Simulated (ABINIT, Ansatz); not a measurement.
# Calculated records

```cif
data_vcu3s4
_symmetry_space_group_name_H-M 'P-43m'
_symmetry_Int_Tables_number 215
_cell_length_a 5.3912
_cell_length_b 5.3912
_cell_length_c 5.3912
_cell_angle_alpha 90.000
_cell_angle_beta 90.000
_cell_angle_gamma 90.000
_cell_volume 156.70
loop_
_atom_site_label
_atom_site_type_symbol
_atom_site_symmetry_multiplicity
_atom_site_Wyckoff_symbol
_atom_site_fract_x
_atom_site_fract_y
_atom_site_fract_z
_atom_site_occupancy
V1 V 1 a 0.00000 0.00000 0.00000 1
Cu1 Cu 3 d 0.50000 0.00000 0.00000 1
S1 S 4 e 0.23720 0.23720 0.23720 1
_calc_subject 'Quasiparticle gap of VCu3S4 (Sulvanite) in ABINIT'
_calc_method 'RPA screening on LDA, plane waves, norm-conserving pseudopotentials (and 2 further levels or steps)'
_calc_program 'ABINIT 10.8.3'
_calc_settings 'cutoff 38 Ha, PseudoDojo scalar-relativistic 0.4.1 standard, norm-conserving, ngkpt (2, 2, 2), nband 514, ecuteps 8 Ha, inclvkb 2, shiftk (0, 0, 0), symchi 1, awtr 1, frequency ppm, 2×2×2 k-mesh'
_calc_cost '5 runs, 35 min in all on 4 MPI ranks of Arm Neoverse V2, shared host'
_calc_notes 'In doubt: a PseudoDojo file used here is known to give poor structures and forces, which bears on pressures, cells, forces and phonons. The cell and positions come from the Crystallography Open Database and are kept as given unless a step says otherwise. Limits: no spin polarisation; d shell near the gap, gap tends to lie low; d states lean on the start. The 2×2×2 mesh is coarse for this cell, which bears on the long-range parts of exchange and screening. The runs have no spin polarisation. For a closed low-spin shell that is the natural state; where a d or f shell is open it is a constraint, and the gap is then not the crystal’s own.'
_calc_lda_gap '0.98 eV, indirect'
_calc_g0w0_gap_on_the_mesh '2.16 eV'
_calc_gw_settings '2×2×2 mesh, 514 bands, screening to 217.7 eV, Godby-Needs plasmon pole'
_calc_known_limits 'short of the basis limit; no spin polarisation; d shell near the gap, gap tends to lie low; d states lean on the start; coarse k mesh'
```

[Long decimals in the printed logs are rounded to 6 places.]

[Logs are printed without paths, hosts, clocks, repeated set-up lines and the standing remarks that a program may print on its own settings, such as how far it seeks lower states.]

[Paths, hosts, dates, memory and timing lines, banners, echoed tables and standing remarks are left out of the program output; an Ansatz launch command may be rebuilt from the run's recorded settings. Measured values are a selection of at most five: reports struck by readers or far from the other reports are left out. None is set beside runs whose start may be inverted or whose files or cutoffs have a known fault.]

[Runs of the session that timed out or met a known fault of the program may be left out.]

[Hosts, paths, dates, database ids (printed as entryN), source tags and the programs' standing remarks are cut or masked in the printed files.]

[G0W0 gaps are taken among the corrected bands and points alone; a level outside them can change the order at an edge.]

[Where Ansatz stands beside ABINIT at settings called matched, ABINIT's density can come from a denser mesh and the files from another edition; pairs whose starting gaps differed by over 0.03 eV were left out, so agreement reads better than it is.]
